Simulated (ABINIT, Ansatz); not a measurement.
# Quasiparticle gap of KRb2BiF6 (Fm-3m) in ABINIT, part 2 of 2

Aim: the G0W0 gap of KRb2BiF6 (Fm-3m) on LDA, step by step.

ABINIT 10.8.3; LDA and many-body steps on it, plane waves. Known limits of the many-body steps: not at the basis limit; no spin-orbit coupling; coarse k mesh.

So far. Step 2 (Ground state): The gap is indirect, with the least direct gap 0.21 eV higher. Step 3 (Empty states on the mesh, 2×2×2 mesh, 562 bands): On this mesh the gap is 4.376 eV.

## 4. Screening, 2×2×2 mesh, 512 bands, screening to 217.7 eV

The RPA dielectric matrix is built and inverted for each q.

This step: RPA screening on LDA, plane waves, norm-conserving pseudopotentials.

run.abi reads:

```
acell 3*1.0 Angstrom
rprim 
  -0.000000000000 4.684500000000 4.684500000000
  4.684500000000 -0.000000000000 4.684500000000
  4.684500000000 4.684500000000 -0.000000000000
ntypat 4
znucl 19 37 83 9
natom 10
typat 1 2 2 3 4 4 4 4 4 4
xred 
  0.500000000000 0.500000000000 0.500000000000
  0.250000000000 0.250000000000 0.250000000000
  0.750000000000 0.750000000000 0.750000000000
  -0.000000000000 0.000000000000 -0.000000000000
  0.765000000000 0.235000000000 0.235000000000
  0.235000000000 0.765000000000 0.235000000000
  0.235000000000 0.765000000000 0.765000000000
  0.765000000000 0.235000000000 0.765000000000
  0.235000000000 0.235000000000 0.765000000000
  0.765000000000 0.765000000000 0.235000000000
pp_dirpath "pseudos"
pseudos "K.upf, Rb.upf, Bi.upf, F.upf"
ecut 36
ngkpt 2 2 2
nshiftk 1
shiftk 0 0 0
kptopt 1
chksymbreak 0
istwfk *1
occopt 1
irdwfk 1
optdriver 3
nband 512
ecuteps 8
inclvkb 2
awtr 1
symchi 1
indata_prefix "in"
outdata_prefix "out"
tmpdata_prefix "tmp"
```

On the command line:

```
$ OMP_NUM_THREADS=1 mpirun -n 8 abinit run.abi > log
```

Numbers of over 12 decimals in the logs are rounded to 6 here.

The log of the run:

```text
.Version 10.8.3 of ABINIT. v10.8.2 released Aug 2026.

 Symmetries : space group Fm -3 m (#225); Bravais cF (face-center cubic)
[... echo of the input left out ...]
== DATASET  1 ==================================================================
-   mpi_nproc: 8, omp_nthreads: 1 (-1 if OMP is not activated)

--- !DatasetInfo
iteration_state: {dtset: 1, }
dimensions: {natom: 10, nkpt: 3, mband: 512, nsppol: 1, nspinor: 1, nspden: 1, mpw: 14344, }
cutoff_energies: {ecut:  36.0, pawecutdg:  -1.0, }
electrons: {nelect:   9.20000000E+01, charge:   0.00000000E+00, occopt:   1.00000000E+00, tsmear:   1.00000000E-02, }

 SCREENING: Calculation of the susceptibility and dielectric matrices

 Based on a program developped by R.W. Godby, V. Olevano, G. Onida, and L. Reining.
 Incorporated in ABINIT by V. Olevano, G.-M. Rignanese, and M. Torrent.
.Using double precision arithmetic ; gwpc =  8

[... cell and pseudopotentials left out ...]
--------------------------------------------------------------------------------

 ==== K-mesh for the wavefunctions ====
 Number of points in the irreducible wedge :     3
[... list of points left out ...]
 Together with 48 symmetry operations and time-reversal symmetry
 yields     8 points in the full Brillouin Zone.

 ==== Q-mesh for the screening function ====
 Number of points in the irreducible wedge :     3
[... list of points left out ...]
 Together with 48 symmetry operations and time-reversal symmetry
 yields     8 points in the full Brillouin Zone.

 setmesh: FFT mesh size selected  =    50x   50x   50
          total number of points  =       125000

 vcoul_init : cutoff-mode = AUXILIARY_FUNCTION
 q-points for optical limit:   1
     1)      0.000010    0.000020    0.000030

- screening: taking advantage of time-reversal symmetry
- Maximum band index for partially occupied states nbvw = 46
- Remaining bands to be divided among processors   nbcw = 466
- Number of bands treated by each node ~58

 Number of electrons calculated from density =   92.0000; Expected =   92.0000
 average of density, n =  0.066309
 r_s =    1.5327
 omega_plasma =   24.8394 [eV]

 calculating chi0 at frequencies [eV] :
  1    0.000000E+00    0.000000E+00
  2    0.000000E+00    2.483941E+01

--------------------------------------------------------------------------------
  q-point number  1        q = ( 0.000000, 0.000000, 0.000000) [r.l.u.]
--------------------------------------------------------------------------------
[... chi0 elements left out ...]
 For q-point:  0.000010 0.000020 0.000030
  dielectric constant =   2.2110
  dielectric constant without local fields =   2.5984

  Average fulfillment of the sum rule on Im[epsilon] for q-point    1 :     73.83  [%]
[... wings left out ...]
  q-point number  2        q = ( 0.500000, 0.000000, 0.000000) [r.l.u.]
--------------------------------------------------------------------------------
[... chi0 elements left out ...]
  Average fulfillment of the sum rule on Im[epsilon] for q-point    2 :     76.88  [%]

 [... 1 further q-points ...]
```

Wall time 21 min (8 MPI ranks of Arm Neoverse N1, shared host); peak memory 8.1 GiB; 2.8 h of CPU time.

Numbers from this step:

- ε∞ with local fields, on this mesh, along the program's q direction: 2.211
- the same without local fields: 2.598
- plasma frequency: 24.84 eV
- plane waves in the screening matrix: 1459

Local fields lower ε∞ by 15 %. On a Γ-centred mesh this coarse the value itself is usually too large, while a short band sum pulls it down.

## 5. Self-energy, 2×2×2 mesh, 512 bands, screening to 217.7 eV

The self-energy is evaluated for the states that the input lists, and the levels follow from it, in one-shot runs by the linearised quasiparticle equation.

This step: G0W0 on LDA, plane waves, norm-conserving pseudopotentials.

run.abi, as its differences from that of step 4:

```diff
@@ -31,8 +31,17 @@
 irdwfk 1
-optdriver 3
+optdriver 4
 nband 512
+gwcalctyp 0
+ecutsigx 36
+symsigma 1
+nkptgw 2
+kptgw 
+  0.5000000000 0.0000000000 0.0000000000
+  0.0000000000 0.0000000000 0.0000000000
+bdgw 
+  45 49
+  43 50
 ecuteps 8
-inclvkb 2
-awtr 1
-symchi 1
+irdscr 1
+ppmodel 1
 indata_prefix "in"
```

The log of the run:

```text
.Version 10.8.3 of ABINIT. v10.8.2 released Aug 2026.

 Symmetries : space group Fm -3 m (#225); Bravais cF (face-center cubic)
[... echo of the input left out ...]
== DATASET  1 ==================================================================
-   mpi_nproc: 8, omp_nthreads: 1 (-1 if OMP is not activated)

--- !DatasetInfo
iteration_state: {dtset: 1, }
dimensions: {natom: 10, nkpt: 3, mband: 512, nsppol: 1, nspinor: 1, nspden: 1, mpw: 14344, }
cutoff_energies: {ecut:  36.0, pawecutdg:  -1.0, }
electrons: {nelect:   9.20000000E+01, charge:   0.00000000E+00, occopt:   1.00000000E+00, tsmear:   1.00000000E-02, }

 SIGMA: Calculation of the GW corrections

 Based on a program developped by R.W. Godby, V. Olevano, G. Onida, and L. Reining.
 Incorporated in ABINIT by V. Olevano, G.-M. Rignanese, and M. Torrent.
.Using double precision arithmetic ; gwpc =  8

[... cell and pseudopotentials left out ...]
--------------------------------------------------------------------------------

 ==== K-mesh for the wavefunctions ====
 Number of points in the irreducible wedge :     3
[... list of points left out ...]
 Together with 48 symmetry operations and time-reversal symmetry
 yields     8 points in the full Brillouin Zone.

 ==== Q-mesh for screening function ====
 Number of points in the irreducible wedge :     3
[... list of points left out ...]
 Together with 48 symmetry operations and time-reversal symmetry
 yields     8 points in the full Brillouin Zone.

 vcoul_init : cutoff-mode = AUXILIARY_FUNCTION
 q-points for optical limit:   1
     1)      0.000010    0.000020    0.000030
 setmesh: FFT mesh size selected  =    72x   72x   72
          total number of points  =       373248

 Number of electrons calculated from density =   92.0000; Expected =   92.0000
 average of density, n =  0.066309
 r_s =    1.5327
 omega_plasma =   24.8394 [eV]

 === KS Band Gaps ===
  >>>> For spin  1
   Minimum direct gap =   4.5911 [eV], located at k-point      :   0.5000  0.0000  0.0000
   Fundamental gap    =   4.3761 [eV], Top of valence bands at :   0.5000  0.0000  0.0000
                                       Bottom of conduction at :   0.0000  0.0000  0.0000
 SIGMA fundamental parameters:
 PLASMON POLE MODEL  1
 number of plane-waves for SigmaX                14331
 number of plane-waves for SigmaC and W           1459
 number of plane-waves for wavefunctions         14331
 number of bands                                   512
 number of independent spin polarizations            1
 number of spinorial components                      1
 number of k-points in IBZ                           3
 number of q-points in IBZ                           3
 number of symmetry operations                      48
 number of k-points in BZ                            8
 number of q-points in BZ                            8
 number of frequencies for dSigma/dE                 9
 frequency step for dSigma/dE [eV]                0.25
 number of omega for Sigma on real axis              0
 max omega for Sigma on real axis  [eV]           0.00
 zcut for avoiding poles [eV]                     0.10

 EPSILON^-1 parameters (SCR file):
 dimension of the eps^-1 matrix on file           1459
 dimension of the eps^-1 matrix used              1459
 number of plane-waves for wavefunctions         14331
 number of bands                                   512
 number of q-points in IBZ                           3
 number of frequencies                               2
 number of real frequencies                          1
 number of imag frequencies                          1

 matrix elements of self-energy operator (all in [eV])

 Perturbative Calculation

--- !SelfEnergy_ee
iteration_state: {dtset: 1, }
kpoint     : [   0.500,    0.000,    0.000, ]
spin       : 1
KS_gap     :    4.591
QP_gap     :    7.418
Delta_QP_KS:    2.827
data: !SigmaeeData |
     Band     E0 <VxcDFT>   SigX SigC(E0)      Z dSigC/dE  Sig(E)    E-E0       E
       45  -1.465 -21.669 -29.057   5.267   0.786  -0.272 -23.336  -1.667  -3.132
       46   0.959 -22.079 -26.483   3.120   0.815  -0.227 -23.126  -1.046  -0.087
       47   5.550 -11.877  -7.411  -2.426   0.873  -0.145 -10.096   1.780   7.331
       48   6.455 -14.195  -9.455  -2.359   0.862  -0.160 -12.143   2.052   8.506
       49   6.455 -14.195  -9.455  -2.359   0.862  -0.160 -12.143   2.052   8.506

--- !SelfEnergy_ee
iteration_state: {dtset: 1, }
kpoint     : [   0.000,    0.000,    0.000, ]
spin       : 1
KS_gap     :    4.885
QP_gap     :    7.544
Delta_QP_KS:    2.659
data: !SigmaeeData |
     Band     E0 <VxcDFT>   SigX SigC(E0)      Z dSigC/dE  Sig(E)    E-E0       E
       43  -1.366 -21.904 -29.292   5.292   0.786  -0.273 -23.551  -1.647  -3.013
       44  -1.366 -21.904 -29.292   5.292   0.786  -0.273 -23.551  -1.647  -3.013
       45  -1.366 -21.904 -29.292   5.292   0.786  -0.273 -23.551  -1.647  -3.013
       46   0.451 -20.486 -24.649   2.861   0.820  -0.220 -21.554  -1.068  -0.617
       47   5.335  -9.087  -4.650  -2.645   0.888  -0.126  -7.495   1.591   6.926
       48   6.188 -13.061  -8.374  -2.436   0.868  -0.152 -11.107   1.954   8.142
       49   6.188 -13.061  -8.374  -2.436   0.868  -0.152 -11.107   1.954   8.142
       50   6.188 -13.061  -8.374  -2.436   0.868  -0.152 -11.107   1.954   8.142

== END DATASET(S) ==============================================================
================================================================================

 -outvars: echo values of variables after computation  --------
           etotal      0.0000000000E+00
            nband         512
             nkpt           3
          spgroup         225
 [... the other variables as echoed above ...]

 Calculation completed.
```

The job ended after 8.7 min (8 MPI ranks; peak memory 8.7 GiB; 70 min of CPU time).

This step gave:

| Quantity | Value |
| --- | --- |
| G0W0 gap on the points computed | 7.013 eV |
| starting gap on the mesh | 4.376 eV |
| k of the valence top | 0.5, 0, 0 |
| k of the conduction bottom | 0, 0, 0 |
| Z at the valence top | 0.815 |
| Z at the conduction bottom | 0.888 |
| least direct G0W0 gap on the computed points | 7.418 eV |

The gap on the mesh goes from 4.38 eV to 7.01 eV, a correction of +2.64 eV.

Limits: finite bands, cutoff and mesh; no spin-orbit coupling; coarse k mesh. v1 is the top filled band, c1 the lowest empty one. The levels before and after the correction (eV, zero at the valence-band top of each column):

|  | conduction bottom | valence top |
| --- | --- | --- |
| Kohn-Sham | 4.38 | 0.00 |
| G0W0 | 7.01 | 0.00 |

|  | level | energy (eV) |
| --- | --- | --- |
| Kohn-Sham | (0.5 0 0) v2 | -2.424 |
| Kohn-Sham | (0.5 0 0) v1 | 0.000 |
| Kohn-Sham | (0.5 0 0) c1 | 4.591 |
| Kohn-Sham | (0.5 0 0) c2-c3 | 5.496 |
| Kohn-Sham | Γ v4-v2 | -2.325 |
| Kohn-Sham | Γ v1 | -0.509 |
| Kohn-Sham | Γ c1 | 4.376 |
| Kohn-Sham | Γ c2-c4 | 5.229 |
| G0W0 | (0.5 0 0) v2 | -3.045 |
| G0W0 | (0.5 0 0) v1 | 0.000 |
| G0W0 | (0.5 0 0) c1 | 7.418 |
| G0W0 | (0.5 0 0) c2-c3 | 8.593 |
| G0W0 | Γ v4-v2 | -2.926 |
| G0W0 | Γ v1 | -0.530 |
| G0W0 | Γ c1 | 7.013 |
| G0W0 | Γ c2-c4 | 8.229 |

## 6. Where the time went

Times are wall times on 8 MPI ranks of Arm Neoverse N1, shared host, good to a factor of about two.

| step | time | share | memory (GiB) |
| --- | --- | --- | --- |
| ground state | 2.2 min | 3 % | 1.3 |
| empty states on the mesh | 33 min | 51 % | 1.4 |
| screening | 21 min | 32 % | 8.1 |
| self-energy | 8.7 min | 13 % | 8.7 |

## 7. Summary of results

| Property | Result |
| --- | --- |
| LDA gap | 4.38 eV, indirect |
| G0W0 gap on the mesh | 7.01 eV |
| GW settings | 2×2×2 mesh, 512 bands, screening to 217.7 eV, Godby-Needs plasmon pole |
| known limits | not at the basis limit; no spin-orbit coupling; coarse k mesh |

What this shows: G0W0 moves the gap on the mesh from 4.38 eV to 7.01 eV (+2.64 eV), with Z of 0.81 and 0.89 at the edges. Local fields lower the RPA ε∞ on this mesh from 2.60 to 2.21; a Γ-centred mesh this coarse tends to raise both, most where the direct gap is narrow, while a short band sum lowers them. Only 2 of the mesh's irreducible points were corrected, so a valley elsewhere could overtake. The dearest step here is «empty states on the mesh». Bands and cutoff are finite, so the gap is not at the basis limit. The miss can reach some tenths of an eV and take either sign; the mesh is an error of its own. In the G0W0 run levels were corrected at 2 k points alone, so a gap called «on the mesh» is the least over those, and an edge elsewhere would be missed. The 2×2×2 mesh is coarse for this cell, which bears on the long-range parts of exchange and screening. Where an edge is built on 6p states of lead, bismuth or thallium, scalar-relativistic gaps usually stand too wide, by a few tenths to over one eV. The many-body steps are scalar-relativistic: spin-orbit coupling is not in them.

[Paths, hosts, dates, memory and timing lines, banners, echoed tables and standing remarks are left out of the program output.]

[Logs are printed without paths, hosts, clocks, repeated set-up lines and the standing remarks that a program may print on its own settings, such as how far it seeks lower states.]

[Runs of the session that timed out or met a known fault of the program may be left out.]

[Hosts, paths, dates, database ids (printed as entryN), source tags and the programs' standing remarks are cut or masked in the printed files.]

[G0W0 gaps are taken among the corrected bands and points alone; a level outside them can change the order at an edge.]

[Where Ansatz stands beside ABINIT at settings called matched, ABINIT's density can come from a denser mesh and the files from another edition; pairs whose starting gaps differed by over 0.03 eV were left out, so agreement reads better than it is.]
